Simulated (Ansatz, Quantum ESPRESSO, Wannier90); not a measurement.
# Ballistic channels from Wannier functions: zigzag Au chain, bond 2.60 Å, width 0.8 Å, part 2 of 5

Aim: a Wannier model and the conductance steps that follow from it, for this wire: zigzag Au chain, bond 2.60 Å, width 0.8 Å.

Quantum ESPRESSO 7.5 and Wannier90 3.1.0; plane-wave DFT, LDA, GBRV ultrasoft pseudopotentials; cross-check by Ansatz 0.2.0 with PAW datasets.

So far. Step 2 (SCF with pw.x): The run needed 11 iterations to bring the estimated error under 1e-07 Ry; the largest force on any atom, held or free, is 0.13 eV/Å.

## (4) Neighbour list from wannier90 -pp

Level of this step: maximally localised Wannier functions and ballistic conductance; plane-wave DFT, LDA, GBRV ultrasoft pseudopotentials (Wannier90).

The .win file sets projections and windows: states in the frozen window are kept exactly, the outer window gives room to disentangle.

Input file wan.win:

```
num_wann = 12
num_bands = 29
num_iter = 200
num_print_cycles = 20
conv_tol = 1e-8
conv_window = 5
guiding_centres = true
dis_num_iter = 1500
dis_conv_tol = 1e-8
dis_win_min = -15.7205
dis_win_max = 4.2795
dis_froz_max = -3.2205
search_shells = 120
fermi_energy = -4.7205

transport = true
transport_mode = bulk
one_dim_axis = z
dist_cutoff = 19.69
dist_cutoff_mode = one_dim
tran_win_min = -4.0
tran_win_max = 2.0
tran_energy_step = 0.02

bands_plot = true
bands_num_points = 96
begin kpoint_path
G 0.0 0.0 0.0 Z 0.0 0.0 0.5
end kpoint_path

begin projections
Au:s;d
end projections

begin unit_cell_cart
ang
  9.0000000000 0.0000000000 0.0000000000
  0.0000000000 8.0000000000 0.0000000000
  0.0000000000 0.0000000000 4.9477267507
end unit_cell_cart

begin atoms_frac
  Au -0.0444444444 0.0000000000 0.0000000000
  Au 0.0444444444 0.0000000000 0.5000000000
end atoms_frac

mp_grid = 1 1 8
begin kpoints
  0.0 0.0 0.0000000000
  0.0 0.0 0.1250000000
  0.0 0.0 0.2500000000
  0.0 0.0 0.3750000000
  0.0 0.0 0.5000000000
  0.0 0.0 0.6250000000
  0.0 0.0 0.7500000000
  0.0 0.0 0.8750000000
end kpoints
```

Launch:

```
OMP_NUM_THREADS=1 wannier90.x -pp wan > wan.pp.log
```

Output:

```text
+---------------------------------------------------+
             |                                                   |
             |                   WANNIER90                       |
             |                                                   |
             +---------------------------------------------------+
             |                                                   |
             |        Welcome to the Maximally-Localized         |
             |        Generalized Wannier Functions code         |
             |                             |
             |                                                   |
             |                                                   |
             |  Wannier90 Developer Group:                       |
             |    Giovanni Pizzi    (EPFL)                       |
             |    Valerio Vitale    (Cambridge)                  |
             |    David Vanderbilt  (Rutgers University)         |
             |    Nicola Marzari    (EPFL)                       |
             |    Ivo Souza         (Universidad del Pais Vasco) |
             |    Arash A. Mostofi  (Imperial College London)    |
             |    Jonathan R. Yates (University of Oxford)       |
             |                                                   |
             |  For the full list of Wannier90 3.x authors,      |
             |  please check the code documentation and the      |
             |  README on the GitHub page of the code            |
             |                                                   |
             |                                                   |
             |  Please cite                                      |
             |                                                   |
             |  [ref] "Wannier90 as a community code:            |
             |        new features and applications",            |
             |        G. Pizzi et al., J. Phys. Cond. Matt. 32,  |
             |        165902 (2020).                             |
             |            |
             |                                                   |
             |  in any publications arising from the use of      |
             |  this code. For the method please cite            |
             |                                                   |
             |  [ref] "Maximally Localized Generalised Wannier   |
             |         Functions for Composite Energy Bands"     |
             |         N. Marzari and D. Vanderbilt              |
             |         Phys. Rev. B 56 12847 (1997)              |
             |                                                   |
             |  [ref] "Maximally Localized Wannier Functions     |
             |         for Entangled Energy Bands"               |
             |         I. Souza, N. Marzari and D. Vanderbilt    |
             |         Phys. Rev. B 65 035109 (2001)             |
             |                                                   |
             |                                                   |
             | Copyright (c) 1996-2020                           |
             |        The Wannier90 Developer Group and          |
             |        individual contributors                    |
             |                                                   |
             |      Release: 3.1.0        5th March    2020      |
             |                                                   |
             | This program is free software; you can            |
             | redistribute it and/or modify it under the terms  |
             | of the GNU General Public License as published by |
             | the Free Software Foundation; either version 2 of |
             | the License, or (at your option) any later version|
             |                                                   |
             | This program is distributed in the hope that it   |
             | will be useful, but WITHOUT ANY WARRANTY; without |
             | even the implied warranty of MERCHANTABILITY or   |
             | FITNESS FOR A PARTICULAR PURPOSE. See the GNU     |
             | General Public License for more details.          |
             |                                                   |
             | You should have received a copy of the GNU General|
             | Public License along with this program; if not,   |
             | write to the Free Software Foundation, Inc.,      |
             | 675 Mass Ave, Cambridge, MA 02139, USA.           |
             |                                                   |
             +---------------------------------------------------+
[date or host left out]
             +---------------------------------------------------+

 ******************************************************************************
 * -> Using CODATA 2006 constant values                                       *
 *    (                      *
 * -> Using Bohr value from CODATA                                            *
 ******************************************************************************

 Running in serial (with parallel executable)

                                    ------
                                    SYSTEM
                                    ------

                              Lattice Vectors (Ang)
                    a_1     9.000000   0.000000   0.000000
                    a_2     0.000000   8.000000   0.000000
                    a_3     0.000000   0.000000   4.947727

                   Unit Cell Volume:     356.23633  (Ang^3)

                        Reciprocal-Space Vectors (Ang^-1)
                    b_1     0.698132   0.000000   0.000000
                    b_2     0.000000   0.785398   0.000000
                    b_3     0.000000   0.000000   1.269914

 *----------------------------------------------------------------------------*
 |   Site       Fractional Coordinate          Cartesian Coordinate (Ang)     |
 +----------------------------------------------------------------------------+
 | Au   1  -0.04444   0.00000   0.00000   |   -0.40000   0.00000   0.00000    |
 | Au   2   0.04444   0.00000   0.50000   |    0.40000   0.00000   2.47386    |
 *----------------------------------------------------------------------------*
                                ------------
                                K-POINT GRID
                                ------------

             Grid size =  1 x  1 x  8      Total points =    8

 *---------------------------------- MAIN ------------------------------------*
 |  Number of Wannier Functions               :                12             |
[...]
|  Iterations before starting guiding centres:                 0             |
 |  Iterations between using guiding centres  :                 1             |
 *----------------------------------------------------------------------------*
 *------------------------------- DISENTANGLE --------------------------------*
 |  Using band disentanglement                :                 T             |
 |  Total number of iterations                :              1500             |
 |  Mixing ratio                              :             0.500             |
 |  Convergence tolerence                     :         1.000E-08             |
 |  Convergence window                        :                 3             |
 *----------------------------------------------------------------------------*
 *-------------------------------- PLOTTING ----------------------------------*
 |  Plotting interpolated bandstructure       :                 T             |
 |   Number of K-path sections                :                 1             |
 |   Divisions along first K-path section     :                96             |
 |   Output format                            :           gnuplot             |
 |   Output mode                              :               s-k             |
 *----------------------------------------------------------------------------*
 |   K-space path sections:                                                   |
 |    From: G       0.000  0.000  0.000     To: Z       0.000  0.000  0.500   |
 *----------------------------------------------------------------------------*
 *------------------------------- TRANSPORT ----------------------------------*
 |  Transport mode                            :              bulk             |
 |   Hamiltonian from external files          :                 F             |
 |   System extended in                       :                 z             |
 |   Centre of the unit cell to which WF are translated (fract. coords):      |
 |                                       0.000000,    0.000000,    0.000000   |
 |  Fermi energy (eV)                         :            -4.721             |
 *----------------------------------------------------------------------------*
 Time to read parameters        0.004 (sec)

 *---------------------------------- K-MESH ----------------------------------*
 +----------------------------------------------------------------------------+
 |                    Distance to Nearest-Neighbour Shells                    |
 |                    ------------------------------------                    |
 |          Shell             Distance (Ang^-1)          Multiplicity         |
 |          -----             -----------------          ------------         |
 |             1                   0.158739                      2            |
 |             2                   0.317478                      2            |
 |             3                   0.476218                      2            |
 |             4                   0.634957                      2            |
 |             5                   0.698132                      2            |
 |             6                   0.715951                      4            |
 |             7                   0.766929                      4            |
 |             8                   0.785398                      2            |
 |             9                   0.793696                      2            |
 |            10                   0.801279                      4            |
 |            11                   0.845086                      4            |
 |            12                   0.847138                      4            |
 |            13                   0.918495                      4            |
 |            14                   0.943694                      4            |
 |            15                   0.952435                      2            |
 |            16                   1.009961                      4            |
[...]
|           113                   2.255264                      8            |
 |           114                   2.259233                      8            |
 |           115                   2.286947                      8            |
 |           116                   2.300788                      4            |
 |           117                   2.307398                      8            |
 |           118                   2.315755                      8            |
 |           119                   2.325191                      8            |
 |           120                   2.329425                      4            |
 +----------------------------------------------------------------------------+
 | The b-vectors are chosen automatically                                     |
 | SVD found small singular value, Rejecting this shell and trying the next   |
 | SVD found small singular value, Rejecting this shell and trying the next   |
 | The following shells are used:   1,  5,  8                                 |
 +----------------------------------------------------------------------------+
 |                        Shell   # Nearest-Neighbours                        |
 |                        -----   --------------------                        |
 |                          1               2                                 |
 |                          5               2                                 |
 |                          8               2                                 |
 +----------------------------------------------------------------------------+
 | Completeness relation is fully satisfied [Eq. (B1), PRB 56, 12847 (1997)]  |
 +----------------------------------------------------------------------------+
 |                  b_k Vectors (Ang^-1) and Weights (Ang^2)                  |
 |                  ----------------------------------------                  |
 |            No.         b_k(x)      b_k(y)      b_k(z)        w_b           |
 |            ---        --------------------------------     --------        |
 |             1         0.000000    0.000000    0.158739    19.842741        |
 |             2         0.000000    0.000000   -0.158739    19.842741        |
 |             3         0.698132    0.000000    0.000000     1.025877        |
 |             4        -0.698132    0.000000    0.000000     1.025877        |
 |             5         0.000000    0.785398    0.000000     0.810569        |
 |             6         0.000000   -0.785398    0.000000     0.810569        |
 +----------------------------------------------------------------------------+
 |                           b_k Directions (Ang^-1)                          |
 |                           -----------------------                          |
 |            No.           x           y           z                         |
 |            ---        --------------------------------                     |
 |             1         0.000000    0.000000    0.158739                     |
 |             2         0.698132    0.000000    0.000000                     |
 |             3         0.000000    0.785398    0.000000                     |
 +----------------------------------------------------------------------------+

 Time to get kmesh              0.010 (sec)
 *============================================================================*
 |                              MEMORY ESTIMATE                               |
 |         Maximum RAM allocated during each phase of the calculation         |
 *============================================================================*
 |                        Disentanglement            0.97 Mb                  |
 |                            Wannierise:            0.37 Mb                  |
 |                          plot_wannier:            0.37 Mb                  |
 *----------------------------------------------------------------------------*

 Starting a new Wannier90 calculation ...

 Time to write kmesh            0.014 (sec)

 Exiting... wan.nnkp written.
```

It took 0.47 s on 1 MPI rank of Arm Neoverse V1, shared host; peak memory 0.09 GiB.

## (5) Overlaps and projections

pw2wannier90.x computes the overlaps between neighbouring k-points and the projections.

Input file wan.p2w.in:

```
&inputpp
  prefix = 'nscf'
  outdir = './out'
  seedname = 'wan'
  write_mmn = .true.
  write_amn = .true.
  write_unk = .false.
/
```

Launch:

```
OMP_NUM_THREADS=1 mpirun -n 2 pw2wannier90.x -in wan.p2w.in > wan.p2w.out
```

Output:

```text
[banner, memory and clock lines left out]
Program PW2WANNIER v.7.5 starts

          URL

     Reading nscf_save data

     ./out/nscf.save/

     IMPORTANT: XC functional enforced from input :
     Exchange-correlation= PZ
                           (   1   1   0   0   0   0   0)
     Any further DFT definition will be discarded
     Please, verify this is what you really want

     Check: negative core charge=   -0.000001

     negative rho (up, down):  1.574E-04 0.000E+00
     Reading collected, re-writing distributed wavefunctions

      Spin CASE ( default = unpolarized )

  Wannier mode is: standalone

  -----------------
  *** Reading nnkp
  -----------------

  Checking info from wannier.nnkp file

  - Real lattice is ok
  - Reciprocal lattice is ok
  - K-points are ok
  - Number of wannier functions is ok ( 12)
  - All guiding functions are given

  Projections:
   -0.044440    0.000000    0.000000  0  1  1    1.000000
   -0.044440    0.000000    0.000000  2  1  1    1.000000
   -0.044440    0.000000    0.000000  2  2  1    1.000000
   -0.044440    0.000000    0.000000  2  3  1    1.000000
   -0.044440    0.000000    0.000000  2  4  1    1.000000
   -0.044440    0.000000    0.000000  2  5  1    1.000000
    0.044440    0.000000    0.274874  0  1  1    1.000000
    0.044440    0.000000    0.274874  2  1  1    1.000000
    0.044440    0.000000    0.274874  2  2  1    1.000000
    0.044440    0.000000    0.274874  2  3  1    1.000000
    0.044440    0.000000    0.274874  2  4  1    1.000000
    0.044440    0.000000    0.274874  2  5  1    1.000000

  Reading data about k-point neighbours

  All neighbours are found

  Opening pp-files

  *** Compute  A projections

  Number of local k points =        8
       1       2       3       4       5       6       7       8
  AMN calculated

  ---------------
  *** Compute  M
  ---------------

  Number of local k points =        8
       1       2       3       4       5       6       7       8
  MMN calculated

  *** Orbital terms are not computed

  *** SHC terms are not computed

  ----------------
  *** Write bands
  ----------------

  *** Plot info is not printed

  *** Parity info is not printed

  ------------
  *** Stop pp
  ------------

     Internal routines:
```

Elapsed: 7 s, on 2 MPI ranks; peak memory 0.28 GiB.

(Continued in part 3 of 5.)

[Logs are printed without paths, hosts, clocks, repeated set-up lines and the standing remarks that a program may print on its own settings, such as how far it seeks lower states.]

[Hosts, paths, dates, database ids (printed as entryN), source tags and the programs' standing remarks are cut or masked in the printed files.]

[Maps of the electrostatic potential energy from Ansatz leave out the sawtooth potential of an applied field or a dipole correction, so their vacuum need not be flat; planar profiles and work functions include it.]
